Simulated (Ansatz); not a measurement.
**(KCl)2(SnTe)1 [001] superlattice, started as rocksalt type: from the cell to its phonons**

Task: relax (KCl)2(SnTe)1 [001] superlattice, started as rocksalt type, then find its harmonic phonons.

Calculated with Ansatz 0.2.0; DFT PBEsol, scalar-relativistic, plane waves, PAW.

The structure was built from a prototype and need not be the compound's stable phase.

### Step 1. The starting structure

It takes space group I4/mmm (No. 139, tetragonal). Conventional cell: a = 4.452 Å, b = 4.452 Å, c = 18.890 Å, α = 90.00°, β = 90.00°, γ = 90.00°. Nearest to Cl lie 5 K at 3.15 Å and 1 Sn at 3.15 Å. K has 5 Cl at 3.15 Å and 1 Te at 3.15 Å nearest. Sn has 4 Te at 3.15 Å and 2 Cl at 3.15 Å nearest. Te has 4 Sn at 3.15 Å and 2 K at 3.15 Å nearest. Farther neighbours and most contacts between anions are not listed.

### Step 2. Relaxation

Harmonic phonons are second derivatives at a point where the forces vanish, and they are wanted at zero stress, so atoms and cell are relaxed first.

input.yaml

```yaml
crystal:
  lattice:
    - [3.14833, 3.14833, 0.0]
    - [-3.14833, 3.14833, 0.0]
    - [3.14833, 0.0, 9.445]
  atoms:
    - { symbol: Cl, position: [0.5, 0.5, 0.0] }
    - { symbol: Cl, position: [0.833333, 0.166667, 0.333333] }
    - { symbol: K, position: [0.0, 0.0, 0.0] }
    - { symbol: K, position: [0.333333, 0.666667, 0.333333] }
    - { symbol: Sn, position: [0.666667, 0.333333, 0.666667] }
    - { symbol: Te, position: [0.166667, 0.833333, 0.666667] }
kpoints:
  mp_grid: { grid: [8, 8, 8] }
hamiltonian:
  xc: pbesol
scf:
  occupations: { method: gaussian, width: 0.02 }
output:
  forces: true
  stress: true
  eigenvalues: true
  write_density: true
  write_potential: true
  elf: true
  volumetric_format: npy
relax:
  adjacent_minimum: "off"
  f_tol: 0.005
  max_steps: 80
  cell: { stress_tol: 0.05 }
```

The run is started by

```sh
ansatz run input.yaml --threads 8 --pin off --max-ram 14336MiB --backend cpu --events-out ev --progress --plain --runs-dir out
```

Numbers of over 12 decimals in the logs are rounded to 6 here.

Output:

```text
Warning: the atoms were moved onto the symmetric positions of the space group found under crystal.symmetry.tolerance 1.0e-5 (fractional; no operation is sought that the atoms, as they stand in a round, miss by more than twice it, and no atom is moved by as much as it), and the run uses the moved positions. Before a round's move an operation carried an atom to 8.90e-6 Å from where it should land, the largest such dist [...]
Engine: ansatz 0.2.0, x86_64-unknown-linux-gnu
Pseudopotentials: kind: paw
Pseudopotential: Cl, paw, valence charge 7, recommended cutoff 420 eV (normal), Cl.paw.azcp
Pseudopotential: K, paw, valence charge 9, recommended cutoff 420 eV (normal), K.paw.azcp
Pseudopotential: Sn, paw, valence charge 14, recommended cutoff 420 eV (normal), Sn.paw.azcp
Pseudopotential: Te, paw, valence charge 16, recommended cutoff 420 eV (normal), Te.paw.azcp
Functional definition: PBEsol
  exchange = pbesol_x
  correlation = pbesol_c
Crystal: 6 atoms, lattice volume = 187.237 Å³
Basis set: ecut = 420 eV, 3679 PW (Γ), exchange–correlation on 60×60×144 points (8 copies of the dense FFT grid, shifted against one another)
Bands: 38, of which v1, the nominal top of the filled ones, is band 31 counted from 1 (30 counted from 0)
Symmetry: 16 space group operations
Space group: I4/mmm (ITA 139), of the structure as read, at distance tolerance 5.7e-5 Å
k-points: 59 of 512
Non-local potential: Cl, projectors of the file, l = 0: 2, l = 1: 2, l = 2: 2
Non-local potential: K, projectors of the file, l = 0: 3, l = 1: 2, l = 2: 2
Non-local potential: Sn, projectors of the file, l = 0: 2, l = 1: 2, l = 2: 2, l = 3: 2
Non-local potential: Te, projectors of the file, l = 0: 2, l = 1: 2, l = 2: 2, l = 3: 2
PAW form: soft (Blöchl's): semilocal exchange-correlation on the pseudo side does not see the compensation charge
PAW frozen core: Cl, regenerated for the run's functional, and the local potential with it (the file was generated under x = pbe(κ = 0.804, μ = 0.219515), c = pbe(β = 0.066725))
PAW frozen core: K, regenerated for the run's functional, and the local potential with it (the file was generated under x = pbe(κ = 0.804, μ = 0.219515), c = pbe(β = 0.066725))
PAW frozen core: Sn, regenerated for the run's functional, and the local potential with it (the file was generated under x = pbe(κ = 0.804, μ = 0.219515), c = pbe(β = 0.066725))
PAW frozen core: Te, regenerated for the run's functional, and the local potential with it (the file was generated under x = pbe(κ = 0.804, μ = 0.219515), c = pbe(β = 0.066725))
PAW one-centre angular grid: Cl, 110 points (default); XC on 64 Gauss nodes
PAW one-centre angular grid: K, 110 points (default); XC on 64 Gauss nodes
PAW one-centre angular grid: Sn, 590 points (default); XC on 64 Gauss nodes
PAW one-centre angular grid: Te, 590 points (default); XC on 64 Gauss nodes
Initial density: superposition of atomic densities (neutral atoms: chi_scale 0, normalization atom), corrected by the library's trained network
Initial wavefunctions: pseudopotential atomic-orbital guess
Functional: x = pbesol(κ = 0.804, μ = 0.123457), c = pbesol(β = 0.046)
SCF iter   1: F=—  HF=-18012.600184 eV  |F-HF|=—  |Δ(HF+E_count)|=         —  Δρ=4.16e-3  dr2=8.10e-2  ethr=1.77e-3  ⟨swp⟩=9.5  Hψ=11533  notcnv=0
preconditioner: auto → Resta (q_TF=auto, 2.269 Å⁻¹)  ε∞=3.0  [insulator: Δε(μ)=0.494 eV  Ē_g=11.903 eV  σ=0.020 eV  W_gap=1.00  n_scr=42 (ndim 8)  ℏωp=16.7 eV  f_vac=0.078  D(μ)=0.00/eV (n_scr^D=0)  ε∞_Penn≈3.0]
SCF iter   2: F=—  HF=-18012.576928 eV  |F-HF|=—  |Δ(HF+E_count)|=   2.33e-2  Δρ=1.48e-3  dr2=9.17e-3  ethr=1.31e-4  ⟨swp⟩=2.8  Hψ=3544  notcnv=0  defer=125
SCF iter   3: F=—  HF=-18012.574276 eV  |F-HF|=—  |Δ(HF+E_count)|=   2.65e-3  Δρ=4.73e-4  dr2=8.48e-4  ethr=1.48e-5  ⟨swp⟩=3.0  Hψ=3407  notcnv=0  defer=125
SCF iter   4: F=—  HF=-18012.574136 eV  |F-HF|=—  |Δ(HF+E_count)|=   1.40e-4  Δρ=1.27e-4  dr2=4.42e-5  ethr=1.37e-6  ⟨swp⟩=2.0  Hψ=2986  notcnv=0  defer=125
SCF iter   5: F=—  HF=-18012.574127 eV  |F-HF|=—  |Δ(HF+E_count)|=   8.86e-6  Δρ=4.54e-5  dr2=4.81e-6  ethr=7.13e-8  ⟨swp⟩=2.0  Hψ=4039  notcnv=0  defer=125
SCF iter   6: F=—  HF=-18012.574130 eV  |F-HF|=—  |Δ(HF+E_count)|=   3.49e-6  Δρ=8.27e-6  dr2=2.11e-7  ethr=7.76e-9  ⟨swp⟩=2.0  Hψ=2724  notcnv=0  defer=125
SCF iter   7: F=-18012.574131 eV  HF=-18012.574131 eV  |F-HF|=7.38e-9  |Δ(HF+E_count)|=   2.09e-7  Δρ=2.71e-6  dr2=1.60e-8  ethr=1.61e-10  ⟨swp⟩=16.7  Hψ=17822  notcnv=0
SCF 1 converged in 7 iterations: F = -18012.574131 eV  dr2 = 1.60e-8
  greatest PAW one-centre occupation: 0.998 electrons in one spin orbital (limit 2), on the Te atom at site 5 (counted from 0), in its partial waves of l = 2
relax step   1: F+E_penalty+E_count = -18012.57413068 eV  Δ(F+E_penalty+E_count) = +0.000e0 eV  max|allowed force component| = 5.068e-1 eV/Å  Δτ_max = 0.0000 Å  P = +0.155 GPa  Ω = 187.237 Å³  (7 SCF iters, dr2 threshold 1.00e-7 eV, accepted)
Crystal: 6 atoms, lattice volume = 188.164 Å³
Basis set: ecut = 420 eV, 3697 PW (Γ), exchange–correlation on 60×60×144 points (8 copies of the dense FFT grid, shifted against one another)
Initial density: handed on by an earlier stage of this run
Initial wavefunctions: those handed on with the density
iter 1 solved again at ethr=9.81e-4 eV; its pass at ethr=3.10e-3 eV (dr2=6.08e-1 eV) is discarded
SCF iter   1: F=—  HF=-18012.832264 eV  |F-HF|=—  |Δ(HF+E_count)|=         —  Δρ=1.17e-2  dr2=6.14e-1  ethr=9.81e-4  ⟨swp⟩=1.4  Hψ=12828  notcnv=0
preconditioner: auto → Resta (q_TF=auto, 2.267 Å⁻¹)  ε∞=2.9  [insulator: Δε(μ)=0.448 eV  Ē_g=12.140 eV  σ=0.020 eV  W_gap=1.00  n_scr=42 (ndim 8)  ℏωp=16.7 eV  f_vac=0.067  D(μ)=0.00/eV (n_scr^D=0)  ε∞_Penn≈2.9]
SCF iter   2: F=—  HF=-18012.658782 eV  |F-HF|=—  |Δ(HF+E_count)|=   1.73e-1  Δρ=3.47e-3  dr2=4.56e-2  ethr=9.81e-4  ⟨swp⟩=3.3  Hψ=3975  notcnv=0  defer=6
SCF iter   3: F=—  HF=-18012.646414 eV  |F-HF|=—  |Δ(HF+E_count)|=   1.24e-2  Δρ=1.22e-3  dr2=2.16e-3  ethr=7.35e-5  ⟨swp⟩=3.1  Hψ=4127  notcnv=0  defer=140
SCF iter   4: F=—  HF=-18012.646060 eV  |F-HF|=—  |Δ(HF+E_count)|=   3.54e-4  Δρ=1.18e-4  dr2=3.55e-5  ethr=3.48e-6  ⟨swp⟩=2.0  Hψ=3310  notcnv=0  defer=141
SCF iter   5: F=—  HF=-18012.646060 eV  |F-HF|=—  |Δ(HF+E_count)|=   1.04e-7  Δρ=3.66e-5  dr2=3.33e-6  ethr=5.72e-8  ⟨swp⟩=2.0  Hψ=3517  notcnv=0  defer=141
SCF iter   6: F=-18012.646061 eV  HF=-18012.646060 eV  |F-HF|=1.38e-7  |Δ(HF+E_count)|=   2.22e-7  Δρ=7.87e-6  dr2=1.88e-7  ethr=9.68e-10  ⟨swp⟩=17.8  Hψ=19275  notcnv=0
SCF 2 converged in 6 iterations: F = -18012.646061 eV  dr2 = 1.88e-7
relax step   2: F+E_penalty+E_count = -18012.64606052 eV  Δ(F+E_penalty+E_count) = -7.193e-2 eV  max|allowed force component| = 2.237e-1 eV/Å  Δτ_max = 0.1965 Å  P = -0.210 GPa  Ω = 188.164 Å³  energy of the carried Pulay correction = -5.772e-5 eV  (6 SCF iters, dr2 threshold 6.00e-7 eV, accepted)
Crystal: 6 atoms, lattice volume = 187.351 Å³
iter 1 solved again at ethr=9.17e-5 eV; its pass at ethr=3.10e-3 eV (dr2=5.69e-2 eV) is discarded
SCF iter   1: F=—  HF=-18012.686694 eV  |F-HF|=—  |Δ(HF+E_count)|=         —  Δρ=3.75e-3  dr2=5.93e-2  ethr=9.17e-5  ⟨swp⟩=2.7  Hψ=10579  notcnv=0
preconditioner: auto → Resta (q_TF=auto, 2.269 Å⁻¹)  ε∞=2.9  [insulator: Δε(μ)=0.482 eV  Ē_g=12.099 eV  σ=0.020 eV  W_gap=1.00  n_scr=42 (ndim 8)  ℏωp=16.7 eV  f_vac=0.071  D(μ)=0.00/eV (n_scr^D=0)  ε∞_Penn≈2.9]
SCF iter   2: F=—  HF=-18012.669908 eV  |F-HF|=—  |Δ(HF+E_count)|=   1.68e-2  Δρ=1.12e-3  dr2=4.39e-3  ethr=9.17e-5  ⟨swp⟩=3.2  Hψ=3798  notcnv=0
SCF iter   3: F=—  HF=-18012.668698 eV  |F-HF|=—  |Δ(HF+E_count)|=   1.21e-3  Δρ=3.87e-4  dr2=2.00e-4  ethr=7.09e-6  ⟨swp⟩=2.1  Hψ=3656  notcnv=0
SCF iter   4: F=—  HF=-18012.668654 eV  |F-HF|=—  |Δ(HF+E_count)|=   4.46e-5  Δρ=4.14e-5  dr2=4.40e-6  ethr=3.23e-7  ⟨swp⟩=2.1  Hψ=3190  notcnv=0
SCF iter   5: F=-18012.668654 eV  HF=-18012.668654 eV  |F-HF|=9.19e-9  |Δ(HF+E_count)|=   8.30e-7  Δρ=1.32e-5  dr2=4.26e-7  ethr=9.68e-10  ⟨swp⟩=14.3  Hψ=19578  notcnv=0
SCF 3 converged in 5 iterations: F = -18012.668654 eV  dr2 = 4.26e-7
  Residual-converged pass: ⟨swp⟩=1.0  Hψ=2480  notcnv=0  max |occ|·‖R‖ = 7.0e-9 eV (tolerance 1.0e-8 eV)  dr2=4.26e-7  dr2_onsite=5.19e-8  max |Δocc| = 1.6e-71
relax step   3: F+E_penalty+E_count = -18012.66865446 eV  Δ(F+E_penalty+E_count) = -2.259e-2 eV  max|allowed force component| = 3.491e-2 eV/Å  Δτ_max = 0.0614 Å  P = -0.043 GPa  Ω = 187.351 Å³  energy of the carried Pulay correction = -7.097e-6 eV  (5 SCF iters, dr2 threshold 6.00e-7 eV, accepted)
[...]
relax step   4: F+E_penalty+E_count = -18012.66913504 eV  Δ(F+E_penalty+E_count) = -4.806e-4 eV  max|allowed force component| = 3.554e-3 eV/Å  Δτ_max = 0.0110 Å  P = +0.009 GPa  Ω = 187.122 Å³  energy of the carried Pulay correction = +7.177e-6 eV  (5 SCF iters, dr2 threshold 7.62e-8 eV, accepted)
Initial wavefunctions: pseudopotential atomic-orbital guess (no wavefunctions were taken with the density)
iter 1 solved again at ethr=9.12e-8 eV; its pass at ethr=3.10e-3 eV (dr2=5.65e-5 eV) is discarded
SCF iter   1: F=—  HF=-18012.668994 eV  |F-HF|=—  |Δ(HF+E_count)|=         —  Δρ=5.75e-5  dr2=1.57e-7  ethr=9.12e-8  ⟨swp⟩=3.8  Hψ=17911  notcnv=0
preconditioner: auto → Resta (q_TF=auto, 2.270 Å⁻¹)  ε∞=2.9  [insulator: Δε(μ)=0.473 eV  Ē_g=12.103 eV  σ=0.020 eV  W_gap=1.00  n_scr=42 (ndim 8)  ℏωp=16.7 eV  f_vac=0.070  D(μ)=0.00/eV (n_scr^D=0)  ε∞_Penn≈2.9]
SCF iter   2: F=—  HF=-18012.669085 eV  |F-HF|=—  |Δ(HF+E_count)|=   9.09e-5  Δρ=2.90e-5  dr2=4.09e-8  ethr=2.53e-10  ⟨swp⟩=2.5  Hψ=4165  notcnv=0
SCF iter   3: F=—  HF=-18012.669115 eV  |F-HF|=—  |Δ(HF+E_count)|=   3.00e-5  Δρ=1.02e-6  dr2=1.68e-9  ethr=6.60e-11  ⟨swp⟩=2.0  Hψ=3363  notcnv=0
SCF iter   4: F=—  HF=-18012.669115 eV  |F-HF|=—  |Δ(HF+E_count)|=   1.37e-8  Δρ=3.22e-7  dr2=2.63e-10  ethr=2.71e-12  ⟨swp⟩=2.4  Hψ=3627  notcnv=0
SCF iter   5: F=-18012.669115 eV  HF=-18012.669115 eV  |F-HF|=1.20e-10  |Δ(HF+E_count)|=  1.75e-10  Δρ=9.93e-8  dr2=2.38e-11  ethr=1.00e-12  ⟨swp⟩=7.3  Hψ=11154  notcnv=0
SCF 5 converged in 5 iterations: F = -18012.669115 eV  dr2 = 2.38e-11
relax step   5: F+E_penalty+E_count = -18012.66911504 eV  Δ(F+E_penalty+E_count) = +2.000e-5 eV  max|allowed force component| = 3.578e-3 eV/Å  Δτ_max = 0.0000 Å  P = +0.009 GPa  Ω = 187.122 Å³  stress off target by 4.06e-2 GPa  SCF on the basis re-selected at this cell (its energy is not comparable with the rows above)  (5 SCF iters)
basis re-selected at this cell: Δ(F+E_penalty+E_count) = +2.000e-5 eV, ΔP = +0.000 GPa vs the last step (what re-selecting the basis moved, of the pressure what is left beyond the Pulay correction that the steps carried, after the strain that the cell walked since its last selection, with what the two solves' SCF thresholds leave and, on support functions, any second-order correction that the steps lacked; it is no m [...]
SCF converged after 5 iterations
Free energy (F): -18012.669115 eV
Harris-Foulkes:  -18012.669115 eV  (|F-HF|=1.20e-10)
Internal energy: -18012.669115 eV  (E = F + TS)
E sigma→0 (E₀):  -18012.669115 eV
Fermi energy:    6.346282 eV
--- Per-component energies (eV) ---
  E_band       = -664.752911
  E_kinetic    = 1196.749251
  E_local      = -4693.679815  (includes V_loc(G=0)·N_el)
  E_nonlocal   = -253.901981
  E_hartree    = 2320.556785
  E_xc         = -983.214985
  E_vxc        = -772.926952  (∫ρ·V_xc dr)
  E_paw        = -11453.182404  (= ΣΔE_a)
  E_vpaw       = -782.106916  (= ΣTr[D̂ρ^β])
  E_aug_tail   = 0.000001  (compensation charges beyond the density's cutoff)
  E_ewald      = -4147.028255
  E_core_change = 1.032289  (= ΣΔE_core)
  E_smearing   = -0.000000  (= −TS)
  E_closure    = -0.000000  (closes the sum)
  Σ components = -18012.669115   (vs F -18012.669115, Δ=0.00e0)
--- Forces (eV/Å), atoms counted from 1 ---
  atom   1  Cl     0.00000000     0.00000000    -0.00357827
  atom   2  Cl     0.00000000     0.00000000     0.00357827
  atom   3  K     -0.00000000     0.00000000    -0.00182729
  atom   4  K     -0.00000000     0.00000000     0.00182729
  atom   5  Sn    -0.00000000     0.00000000     0.00000000
  atom   6  Te    -0.00000000     0.00000000     0.00000000
  max |Σ_I F_I| component: 1.73e-18 eV/Å
--- Stress (GPa, compression-positive) ---
       -0.006646      -0.000000       0.000000
        0.000000      -0.006646       0.000000
        0.000000       0.000000       0.040607
  P = ⅓ Tr σ = 0.0091 GPa (0.091 kbar)
--- Band table (eV; the first three rows and the last of 59) ---
  k-point 0: bands = [... 27 lower, 2.2754, 3.4168, 3.4168, 3.8046, 8.0106, 8.3293, 9.0025, 9.0555, ... 3 higher]
  k-point 1: bands = [... 27 lower, 2.2973, 3.4144, 3.4144, 3.7579, 7.9727, 8.4516, 8.8808, 9.2155, ... 3 higher]
  k-point 2: bands = [... 27 lower, 2.3612, 3.4087, 3.4087, 3.6363, 7.9559, 8.6890, 8.7761, 9.4333, ... 3 higher]
  k-point 58: bands = [... 27 lower, 2.1386, 2.1386, 2.3435, 4.3286, 7.5824, 8.8556, 8.8556, 10.3280, ... 3 higher]
--- Relaxed structure (4 steps of the walk, 4 accepted, 1 SCFs on fresh bases) ---
  F+E_penalty+E_count = -18012.66911504 eV   max|allowed force component| = 3.578e-3 eV/Å   (the final SCF, on the basis selected at the relaxed cell)
  cell:  # Å, volume = 187.1224 Å³
    - [3.125313, 3.125313, 0.0]
    - [-3.125313, 3.125313, 0.0]
    - [3.125313, 0, 9.578752]
  atoms:
    - { symbol: Cl, position: [0.504233, 0.495767, -0.00846663] }
    - { symbol: Cl, position: [0.829100, 0.170900, 0.341800] }
    - { symbol: K, position: [-0.00657167, 0.00657167, 0.013143] }
    - { symbol: K, position: [0.339905, 0.660095, 0.320190] }
    - { symbol: Sn, position: [0.666667, 0.333333, 0.666667] }
    - { symbol: Te, position: [0.166667, 0.833333, 0.666667] }
```

Wall time 11 s (8 threads of AMD EPYC 9R14 (Zen 4), shared host); peak memory 0.98 GiB; 77 s of CPU time.

Relaxation path:

| step | energy less that of the first step (eV) | largest force component (eV/Å) | pressure (GPa) | volume (Å³) |
| --- | --- | --- | --- | --- |
| 1 | 0.0000 | 0.5068 | 0.15 | 187.24 |
| 2 | -0.0719 | 0.2237 | -0.21 | 188.16 |
| 3 | -0.0945 | 0.0349 | -0.04 | 187.35 |
| 4 | -0.0950 | 0.0036 | 0.01 | 187.12 |
| 5* | -0.0950 | 0.0036 | 0.01 | 187.12 |

Relaxation steps marked * repeat the geometry before them on a plane-wave basis chosen anew for their cell, so energy and pressure can jump there.

Forces are held to the 16 operations that the run works with; a distortion that breaks them can't arise in this run.

| conventional cell, symmetrised | before | after | change |
| --- | --- | --- | --- |
| a (Å) | 4.452 | 4.420 | -0.7 % |
| b (Å) | 4.452 | 4.420 | -0.7 % |
| c (Å) | 18.890 | 19.158 | +1.4 % |
| volume (Å³/atom) | 31.21 | 31.19 | -0.1 % |

The atoms that moved most (Å, as changes of fractional coordinates times the final cell):

| atom | dx | dy | dz | length |
| --- | --- | --- | --- | --- |
| K3 | 0.000 | 0.000 | 0.126 | 0.126 |
| K4 | 0.000 | 0.000 | -0.126 | 0.126 |
| Cl2 | 0.000 | 0.000 | 0.081 | 0.081 |
| Cl1 | 0.000 | 0.000 | -0.081 | 0.081 |

The relaxed structure:

```xyz
6
Lattice="3.1253 3.1253 0.0000 -3.1253 3.1253 0.0000 3.1253 0.0000 9.5788" Properties=species:S:1:pos:R:3 pbc="T T T"
Cl    0.0000    3.1253   -0.0811
Cl    3.1253    3.1253    3.2740
K     0.0000    0.0000    0.1259
K     0.0000    3.1253    3.0670
Sn    3.1253    3.1253    6.3858
Te    0.0000    3.1253    6.3858
```

Numbers from this step:

- pressure: 0.009105 GPa
- gap on the k-mesh: 0.4728 eV
- volume per atom: 31.19 Å³
- direct gap on mesh: 0.4728 eV

Valence density in the ac plane of the conventional cell at fractional y = 0.000, with atoms of Cl and K and Sn and Te within 0.2 Å of it. It is the smooth field of the valence electrons, not physical close to the nuclei.

Ten steps, logarithmic in the rise over the least value, from '0' (0 e/Å³) to '9' (11 e/Å³), each cell a mean:
```
87531100012368
22110000000122
43210000001233
45531000012455
55421000002355
22100000000112
43210000000134
77531000001467
66420000001356
11100000000011
43221000001233
98632100112479
97532100012468
32210000001123
22100000000012
76520000001367
77520000001467
32100000000123
32210000000123
55531000012455
55531000012455
32210000000123
33210000001123
98531100012479
```
Columns run along a (4.4 Å), rows up along c (19.2 Å), edges of the conventional cell, whose origin can differ from the input's. Atoms in or near the plane, at fractional coordinates: Cl at (0.00, 0.16), Cl at (0.00, 0.84), K at (0.00, 0.67), K at (0.00, 0.33), Sn at (0.00, 0.00), Te at (0.00, 0.50).

ELF in the ac plane of the conventional cell at fractional y = 0.000, with atoms of Cl and K and Sn and Te within 0.2 Å of it. It is the smooth field of the valence electrons, not physical close to the nuclei.

Ten even steps from '_' (0.01) to '@' (0.86), each cell a mean:
```
..::------..____..::------..
::::::....__________..::::::
%%##**==::________..--++####
**%%@@@@##--____..++%%@@@@##
%%@@@@%%**::____..==##@@@@@@
======--..________..::--====
**++==..______________::==**
%%@@@@**..__________==%%@@@@
@@@@##==____________::**%%@@
--::::..____________....::::
########++::____..--**######
..::==****--..__::++**++--..
::--++****--..__::++****==::
######**==..______::++######
----..________________..::--
@@@@%%++..__________::##@@@@
%%@@@@**..__________--%%@@@@
==--::________________..--==
****++==::________..--++****
##@@@@@@##--____..++%%@@@@%%
##@@@@@@**::____..==%%@@@@%%
****==--..__________::==++**
::::::::..________....::::--
__..------....__..::----::..
```
Columns run along a (4.4 Å), rows up along c (19.2 Å), edges of the conventional cell, whose origin can differ from the input's. Atoms in or near the plane, at fractional coordinates: Cl at (0.00, 0.16), Cl at (0.00, 0.84), K at (0.00, 0.67), K at (0.00, 0.33), Sn at (0.00, 0.00), Te at (0.00, 0.50).

Electrostatic potential energy in the ac plane of the conventional cell at fractional y = 0.000, with atoms of Cl and K and Sn and Te within 0.2 Å of it. With pseudopotentials it is smooth inside the atoms' cores, unlike the true potential.

Values in eV, 24 rows by 14 columns, each cell a mean:
```
  2  -3 -10  -3   5   8   9   9   9   7   2  -7  -7   0
  0   2   5   7   8   9   9  10   9   9   8   6   3   1
 -2   2   6   9   9   9   9   9   9   9   9   8   5   0
-40 -36 -15   4   8   9   9   9   9   9   7  -2 -26 -39
-28 -21  -5   6   8   9   8   8   9   9   8   3 -12 -25
  6   7   8   8   8   8   8   8   8   8   8   8   7   6
 -6  -3   2   5   7   8   8   8   8   7   6   4   0  -5
-40 -36 -18  -1   5   7   8   8   8   7   3  -7 -27 -39
-26 -19  -6   3   6   8   9   9   8   7   5   0 -12 -24
  5   6   7   8   9   9   9   9   9   9   8   8   6   5
 -3  -2   3   7   9   9  10  10   9   9   8   5   0  -3
  8   4  -9  -5   5   8   9   9   9   7   2 -10  -2   7
  3   0  -9  -3   6   9   9   9   9   8   3  -7  -5   2
  1   2   5   8   9   9  10  10  10   9   8   7   4   1
  3   4   6   7   8   9   9   9   9   9   8   7   5   3
-33 -27 -11   1   6   8   9   9   8   7   4  -3 -19 -31
-36 -31 -14   0   6   7   8   8   8   7   4  -5 -22 -35
  0   2   5   6   7   8   8   8   8   8   7   6   4   1
  4   5   7   8   9   8   8   8   8   9   8   8   7   4
-36 -29 -10   5   8   9   9   8   9   9   7   0 -20 -34
-35 -29 -10   5   9   9   9   9   9   9   8   0 -20 -33
  4   5   8   9   9   9   9   9   9   9   9   8   7   4
 -4  -2   2   6   8   9   9  10   9   9   7   4   0  -4
  7   2 -10  -5   4   8   9   9   9   7   1  -9  -5   5
```
Columns run along a (4.4 Å; values clipped at the 3rd and 97th percentile), rows up along c (19.2 Å), edges of the conventional cell, whose origin can differ from the input's. Atoms in or near the plane, at fractional coordinates: Cl at (0.00, 0.16), Cl at (0.00, 0.84), K at (0.00, 0.67), K at (0.00, 0.33), Sn at (0.00, 0.00), Te at (0.00, 0.50).

In this step the volume went from 31.21 to 31.19 Å³/atom.

[end of part 1 of 2]

[Logs are printed without paths, hosts, clocks, repeated set-up lines and the standing remarks that a program may print on its own settings, such as how far it seeks lower states.]

[Hosts, paths, dates, database ids (printed as entryN), source tags and the programs' standing remarks are cut or masked in the printed files.]
